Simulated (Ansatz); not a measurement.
# Preparing BaLa2S4 (I-42d) as a host crystal, part 3 of 4

Before any defect goes in: BaLa2S4 (I-42d) at rest, and how it screens a charge.

Ansatz 0.2.0; plane-wave PAW DFT, PBEsol; relaxation of the host's cell and atoms (the session's first sound run).

So far. Step 3 (Dielectric tensors of the host): The principal values of the electronic dielectric tensor are 7.54, 7.76 and 7.76. The principal values of the static dielectric tensor are 18.13, 20.97 and 20.97.

### 6. Defect free supercell relaxed from its symmetric sites

This cell, the one that will hold the defects, is built from the relaxed host. Its coarser k-points can move the atoms a little, so it is relaxed from the symmetric sites, as the reference for the test of stability.

This step: plane-wave PAW DFT, PBEsol; relaxation of the defect-free supercell from its symmetric sites (Ansatz 0.2.0).

File pristine.symmetric/input.yaml:

```yaml
crystal:
  lattice:
    - [0.0, 8.8224161922, 8.7801377982]
    - [8.8224161922, 0.0, 8.7801377982]
    - [8.8224161922, 8.8224161922, 0.0]
  atoms:
    - { symbol: Ba, position: [0.125, 0.625, 0.375] }
    - { symbol: Ba, position: [0.375, 0.875, 0.625] }
    - { symbol: Ba, position: [0.625, 0.125, 0.875] }
    - { symbol: Ba, position: [0.875, 0.375, 0.125] }
    - { symbol: Ba, position: [0.0, 0.0, 0.5] }
    - { symbol: Ba, position: [0.25, 0.25, 0.75] }
    - { symbol: Ba, position: [0.5, 0.5, 0.0] }
    - { symbol: Ba, position: [0.75, 0.75, 0.25] }
    - { symbol: La, position: [0.1236813681, 1.0013186319, 0.1263186319] }
    - { symbol: La, position: [0.3736813681, 0.2513186319, 0.3763186319] }
    - { symbol: La, position: [0.6236813681, 0.5013186319, 0.6263186319] }
    - { symbol: La, position: [0.8736813681, 0.7513186319, 0.8763186319] }
    - { symbol: La, position: [-0.0013186319, 0.3763186319, 0.3736813681] }
    - { symbol: La, position: [0.2486813681, 0.6263186319, 0.6236813681] }
    - { symbol: La, position: [0.4986813681, 0.8763186319, 0.8736813681] }
    - { symbol: La, position: [0.7486813681, 0.1263186319, 0.1236813681] }
    - { symbol: La, position: [0.2513186319, 0.3736813681, -0.0013186319] }
    - { symbol: La, position: [0.5013186319, 0.6236813681, 0.2486813681] }
    - { symbol: La, position: [0.7513186319, 0.8736813681, 0.4986813681] }
    - { symbol: La, position: [1.0013186319, 0.1236813681, 0.7486813681] }
    - { symbol: La, position: [0.1263186319, 0.7486813681, 1.0013186319] }
    - { symbol: La, position: [0.3763186319, -0.0013186319, 0.2513186319] }
    - { symbol: La, position: [0.6263186319, 0.2486813681, 0.5013186319] }
    - { symbol: La, position: [0.8763186319, 0.4986813681, 0.7513186319] }
    - { symbol: S, position: [0.2361174839, 0.824150684, 0.3432155264] }
    - { symbol: S, position: [0.4861174839, 0.074150684, 0.5932155264] }
    - { symbol: S, position: [0.7361174839, 0.324150684, 0.8432155264] }
    - { symbol: S, position: [0.9861174839, 0.574150684, 0.0932155264] }
    - { symbol: S, position: [0.074150684, 0.4861174839, 0.8465163056] }
    - { symbol: S, position: [0.324150684, 0.7361174839, 0.0965163056] }
    - { symbol: S, position: [0.574150684, 0.9861174839, 0.3465163056] }
    - { symbol: S, position: [0.824150684, 0.2361174839, 0.5965163056] }
    - { symbol: S, position: [0.2182155264, 0.9715163056, 0.8611174839] }
    - { symbol: S, position: [0.4682155264, 0.2215163056, 0.1111174839] }
    - { symbol: S, position: [0.7182155264, 0.4715163056, 0.3611174839] }
    - { symbol: S, position: [0.9682155264, 0.7215163056, 0.6111174839] }
    - { symbol: S, position: [0.1111174839, 0.199150684, 0.2215163056] }
    - { symbol: S, position: [0.3611174839, 0.449150684, 0.4715163056] }
    - { symbol: S, position: [0.6111174839, 0.699150684, 0.7215163056] }
    - { symbol: S, position: [0.8611174839, 0.949150684, 0.9715163056] }
    - { symbol: S, position: [0.199150684, 0.1111174839, 0.4682155264] }
    - { symbol: S, position: [0.449150684, 0.3611174839, 0.7182155264] }
    - { symbol: S, position: [0.699150684, 0.6111174839, 0.9682155264] }
    - { symbol: S, position: [0.949150684, 0.8611174839, 0.2182155264] }
    - { symbol: S, position: [0.0932155264, 0.3465163056, 0.574150684] }
    - { symbol: S, position: [0.3432155264, 0.5965163056, 0.824150684] }
    - { symbol: S, position: [0.5932155264, 0.8465163056, 0.074150684] }
    - { symbol: S, position: [0.8432155264, 0.0965163056, 0.324150684] }
    - { symbol: S, position: [0.0965163056, 0.8432155264, 0.7361174839] }
    - { symbol: S, position: [0.3465163056, 0.0932155264, 0.9861174839] }
    - { symbol: S, position: [0.5965163056, 0.3432155264, 0.2361174839] }
    - { symbol: S, position: [0.8465163056, 0.5932155264, 0.4861174839] }
    - { symbol: S, position: [0.2215163056, 0.4682155264, 0.199150684] }
    - { symbol: S, position: [0.4715163056, 0.7182155264, 0.449150684] }
    - { symbol: S, position: [0.7215163056, 0.9682155264, 0.699150684] }
    - { symbol: S, position: [0.9715163056, 0.2182155264, 0.949150684] }
basis:
  ecutwfc: 420
  xc_grid: 2
hamiltonian:
  xc: pbesol
kpoints:
  mp_grid: { grid: [1, 1, 1], shift: [0.25, 0.25, 0.25] }
scf:
  occupations: { method: fermi_dirac, width: 0.01 }
  max_iter: 80
output:
  forces: true
relax:
  f_tol: 0.01
  max_steps: 60
  escape_saddle: false
checkpoint:
  write: "../pristine.symmetric.run"
  compress: false
  write_wavefunctions: false
  write_every: 100000
```

Started as:

```
$ ansatz run input.yaml --threads 4 --pin off --max-ram 7536MiB --backend cpu --events-out ev --progress --plain --runs-dir out
```

Numbers of over 12 decimals in the logs are rounded to 6 here.

The log of the run:

```text
[...]
Crystal: 56 atoms, lattice volume = 1366.805 Å³
Basis set: ecut = 420 eV, 26637 PW (Γ), exchange–correlation on 180×180×180 points (8 copies of the dense FFT grid, shifted against one another)
Bands: 280, of which v1, the nominal top of the filled ones, is band 224 counted from 1 (223 counted from 0)
Symmetry: 8 space group operations
k-points: 1
[...]
SCF iter   1: F=—  HF=-173922.525423 eV  |F-HF|=—  |Δ(HF+E_count)|=         —  Δρ=5.31e-3  dr2=5.57e-1  ethr=1.77e-3  ⟨swp⟩=11.0  Hψ=1298  notcnv=0  defer=7
[...]
SCF iter   6: F=-173922.424530 eV  HF=-173922.424530 eV  |F-HF|=5.40e-8  |Δ(HF+E_count)|=   8.87e-6  Δρ=7.88e-6  dr2=1.54e-6  ethr=5.58e-10  ⟨swp⟩=4.0  Hψ=956  notcnv=0
SCF 1 converged in 6 iterations: F = -173922.424530 eV  dr2 = 1.54e-6
[...]
relax step   1: F+E_penalty+E_count = -173922.42453021 eV  Δ(F+E_penalty+E_count) = +0.000e0 eV  max|allowed force component| = 2.780e-2 eV/Å  Δτ_max = 0.0000 Å  (6 SCF iters, dr2 threshold 2.50e-6 eV, accepted)
[...]
relax step   2: F+E_penalty+E_count = -173922.42740901 eV  Δ(F+E_penalty+E_count) = -2.879e-3 eV  max|allowed force component| = 1.810e-2 eV/Å  Δτ_max = 0.0111 Å  (5 SCF iters, accepted)
relax step   3: F+E_penalty+E_count = -173922.42770550 eV  Δ(F+E_penalty+E_count) = -2.965e-4 eV  max|allowed force component| = 1.734e-2 eV/Å  Δτ_max = 0.0044 Å  (5 SCF iters, accepted)
relax step   4: F+E_penalty+E_count = -173922.42779128 eV  Δ(F+E_penalty+E_count) = -8.578e-5 eV  max|allowed force component| = 8.696e-3 eV/Å  Δτ_max = 0.0035 Å  (5 SCF iters, dr2 threshold 1.27e-7 eV, accepted)
[...]
SCF iter   2: F=-173922.427791 eV  HF=-173922.427791 eV  |F-HF|=9.90e-10  |Δ(HF+E_count)|=   1.73e-5  Δρ=4.68e-7  dr2=3.99e-9  ethr=2.93e-12  ⟨swp⟩=3.0  Hψ=604  notcnv=0
SCF 5 converged in 2 iterations: F = -173922.427791 eV  dr2 = 3.99e-9
relax step   5: F+E_penalty+E_count = -173922.42779128 eV  Δ(F+E_penalty+E_count) = -3.260e-9 eV  max|allowed force component| = 8.690e-3 eV/Å  Δτ_max = 0.0000 Å  (2 SCF iters, accepted)
SCF converged after 2 iterations
Free energy (F): -173922.427791 eV
[...]
Internal energy: -173922.427791 eV  (E = F + TS)
E sigma→0 (E₀):  -173922.427791 eV
Fermi energy:    9.964244 eV
[...]
--- Forces (eV/Å), atoms counted from 1 ---
  atom   1  Ba    -0.00868893     0.00760602     0.00094988
  atom   2  Ba    -0.00868893     0.00760602     0.00094988
  atom   3  Ba    -0.00868893     0.00760602     0.00094988
  atom   4  Ba    -0.00868893     0.00760602     0.00094988
  atom   5  Ba     0.00760602    -0.00868893     0.00094988
  atom   6  Ba     0.00760602    -0.00868893     0.00094988
  atom   7  Ba     0.00760602    -0.00868893     0.00094988
  atom   8  Ba     0.00760602    -0.00868893     0.00094988
  atom   9  La    -0.00383061    -0.00205053     0.00156075
  atom  10  La    -0.00383061    -0.00205053     0.00156075
  atom  11  La    -0.00383061    -0.00205053     0.00156075
  atom  12  La    -0.00383061    -0.00205053     0.00156075
  atom  13  La    -0.00422018     0.00211249     0.00216086
  atom  14  La    -0.00422018     0.00211249     0.00216086
  atom  15  La    -0.00422018     0.00211249     0.00216086
  atom  16  La    -0.00422018     0.00211249     0.00216086
  atom  17  La     0.00211249    -0.00422018     0.00216086
  atom  18  La     0.00211249    -0.00422018     0.00216086
  atom  19  La     0.00211249    -0.00422018     0.00216086
  atom  20  La     0.00211249    -0.00422018     0.00216086
  atom  21  La    -0.00205053    -0.00383061     0.00156075
  atom  22  La    -0.00205053    -0.00383061     0.00156075
  atom  23  La    -0.00205053    -0.00383061     0.00156075
  atom  24  La    -0.00205053    -0.00383061     0.00156075
  atom  25  S     -0.00573561     0.00761140    -0.00695562
  atom  26  S     -0.00573561     0.00761140    -0.00695562
  atom  27  S     -0.00573561     0.00761140    -0.00695562
  atom  28  S     -0.00573561     0.00761140    -0.00695562
  atom  29  S     -0.00607170     0.00665741     0.00207016
  atom  30  S     -0.00607170     0.00665741     0.00207016
  atom  31  S     -0.00607170     0.00665741     0.00207016
  atom  32  S     -0.00607170     0.00665741     0.00207016
  atom  33  S     -0.00114071     0.00390217     0.00335241
  atom  34  S     -0.00114071     0.00390217     0.00335241
  atom  35  S     -0.00114071     0.00390217     0.00335241
  atom  36  S     -0.00114071     0.00390217     0.00335241
  atom  37  S      0.00665741    -0.00607170     0.00207016
  atom  38  S      0.00665741    -0.00607170     0.00207016
  atom  39  S      0.00665741    -0.00607170     0.00207016
  atom  40  S      0.00665741    -0.00607170     0.00207016
[...]
atom  45  S      0.00113284     0.00272426    -0.00313998
  atom  46  S      0.00113284     0.00272426    -0.00313998
  atom  47  S      0.00113284     0.00272426    -0.00313998
  atom  48  S      0.00113284     0.00272426    -0.00313998
  atom  49  S      0.00390217    -0.00114071     0.00335241
  atom  50  S      0.00390217    -0.00114071     0.00335241
  atom  51  S      0.00390217    -0.00114071     0.00335241
  atom  52  S      0.00390217    -0.00114071     0.00335241
  atom  53  S      0.00272426     0.00113284    -0.00313998
  atom  54  S      0.00272426     0.00113284    -0.00313998
  atom  55  S      0.00272426     0.00113284    -0.00313998
  atom  56  S      0.00272426     0.00113284    -0.00313998
  max |Σ_I F_I| component: 3.32e-5 eV/Å
--- Relaxed structure (5 steps of the walk, 5 accepted, 0 SCFs on fresh bases) ---
  F+E_penalty+E_count = -173922.42779128 eV   max|allowed force component| = 8.690e-3 eV/Å
  atoms:
    - { symbol: Ba, position: [0.124995, 0.625109, 0.374952] }
    - { symbol: Ba, position: [0.374995, 0.875109, 0.624952] }
    - { symbol: Ba, position: [0.624995, 0.125109, 0.874952] }
    - { symbol: Ba, position: [0.874995, 0.375109, 0.124952] }
    - { symbol: Ba, position: [0.000109, -5.173807408090425e-6, 0.499952] }
    - { symbol: Ba, position: [0.250109, 0.249995, 0.749952] }
    - { symbol: Ba, position: [0.500109, 0.499995, -4.792065591752159e-5] }
    - { symbol: Ba, position: [0.750109, 0.749995, 0.249952] }
    - { symbol: La, position: [0.123792, 1.001419, 0.126479] }
    - { symbol: La, position: [0.373792, 0.251419, 0.376479] }
    - { symbol: La, position: [0.623792, 0.501419, 0.626479] }
    - { symbol: La, position: [0.873792, 0.751419, 0.876479] }
    - { symbol: La, position: [-0.001303, 0.376152, 0.373917] }
    - { symbol: La, position: [0.248697, 0.626152, 0.623917] }
    - { symbol: La, position: [0.498697, 0.876152, 0.873917] }
    - { symbol: La, position: [0.748697, 0.126152, 0.123917] }
    - { symbol: La, position: [0.251152, 0.373697, -0.001083] }
    - { symbol: La, position: [0.501152, 0.623697, 0.248917] }
    - { symbol: La, position: [0.751152, 0.873697, 0.498917] }
    - { symbol: La, position: [1.001152, 0.123697, 0.748917] }
    - { symbol: La, position: [0.126419, 0.748792, 1.001479] }
    - { symbol: La, position: [0.376419, -0.001208, 0.251479] }
    - { symbol: La, position: [0.626419, 0.248792, 0.501479] }
    - { symbol: La, position: [0.876419, 0.498792, 0.751479] }
    - { symbol: S, position: [0.236646, 0.823711, 0.343064] }
    - { symbol: S, position: [0.486646, 0.073711, 0.593064] }
    - { symbol: S, position: [0.736646, 0.323711, 0.843064] }
    - { symbol: S, position: [0.986646, 0.573711, 0.093064] }
    - { symbol: S, position: [0.073181, 0.486283, 0.846863] }
    - { symbol: S, position: [0.323181, 0.736283, 0.096863] }
    - { symbol: S, position: [0.573181, 0.986283, 0.346863] }
    - { symbol: S, position: [0.823181, 0.236283, 0.596863] }
    - { symbol: S, position: [0.218259, 0.971707, 0.861242] }
    - { symbol: S, position: [0.468259, 0.221707, 0.111242] }
    - { symbol: S, position: [0.718259, 0.471707, 0.361242] }
    - { symbol: S, position: [0.968259, 0.721707, 0.611242] }
    - { symbol: S, position: [0.111283, 0.198181, 0.221863] }
    - { symbol: S, position: [0.361283, 0.448181, 0.471863] }
    - { symbol: S, position: [0.611283, 0.698181, 0.721863] }
    - { symbol: S, position: [0.861283, 0.948181, 0.971863] }
    - { symbol: S, position: [0.198711, 0.111646, 0.468064] }
    - { symbol: S, position: [0.448711, 0.361646, 0.718064] }
    - { symbol: S, position: [0.698711, 0.611646, 0.968064] }
    - { symbol: S, position: [0.948711, 0.861646, 0.218064] }
    - { symbol: S, position: [0.093637, 0.346414, 0.573484] }
    - { symbol: S, position: [0.343637, 0.596414, 0.823484] }
    - { symbol: S, position: [0.593637, 0.846414, 0.073484] }
    - { symbol: S, position: [0.843637, 0.096414, 0.323484] }
    - { symbol: S, position: [0.096707, 0.843259, 0.736242] }
    - { symbol: S, position: [0.346707, 0.093259, 0.986242] }
    - { symbol: S, position: [0.596707, 0.343259, 0.236242] }
    - { symbol: S, position: [0.846707, 0.593259, 0.486242] }
    - { symbol: S, position: [0.221414, 0.468637, 0.198484] }
    - { symbol: S, position: [0.471414, 0.718637, 0.448484] }
    - { symbol: S, position: [0.721414, 0.968637, 0.698484] }
    - { symbol: S, position: [0.971414, 0.218637, 0.948484] }
```

Run time: 64 s. Hardware: 4 threads of Intel Xeon Platinum 8175M at 2.50GHz (Skylake/Cascade Lake), shared host; peak memory 2.6 GiB; 3.8 min of CPU time.

Step by step:

| step | energy less that of the first step (eV) | largest force component (eV/Å) |
| --- | --- | --- |
| 1 | 0.0000 | 0.0278 |
| 2 | -0.0029 | 0.0181 |
| 3 | -0.0032 | 0.0173 |
| 4 | -0.0033 | 0.0087 |
| 5 | -0.0033 | 0.0087 |

Forces are held to the 8 operations that the run works with; a distortion that breaks them can't arise in this run.

The atoms that moved most (Å):

| atom | dx | dy | dz | length |
| --- | --- | --- | --- | --- |
| S29 | 0.005 | -0.005 | -0.007 | 0.010 |
| S39 | -0.005 | 0.005 | -0.007 | 0.010 |
| S30 | 0.005 | -0.005 | -0.007 | 0.010 |
| S32 | 0.005 | -0.005 | -0.007 | 0.010 |
| S37 | -0.005 | 0.005 | -0.007 | 0.010 |
| S31 | 0.005 | -0.005 | -0.007 | 0.010 |
| S38 | -0.005 | 0.005 | -0.007 | 0.010 |
| S40 | -0.005 | 0.005 | -0.007 | 0.010 |

(Part 3 of 4 ends here.)

[Logs are printed without paths, hosts, clocks, repeated set-up lines and the standing remarks that a program may print on its own settings, such as how far it seeks lower states.]

[Hosts, paths, dates, database ids (printed as entryN), source tags and the programs' standing remarks are cut or masked in the printed files.]

[Runs of the host that timed out are not shown.]

[For some hosts the program warned that the k-mesh of the response run may be too coarse for force constants and the static dielectric constant; such warnings are not always shown.]
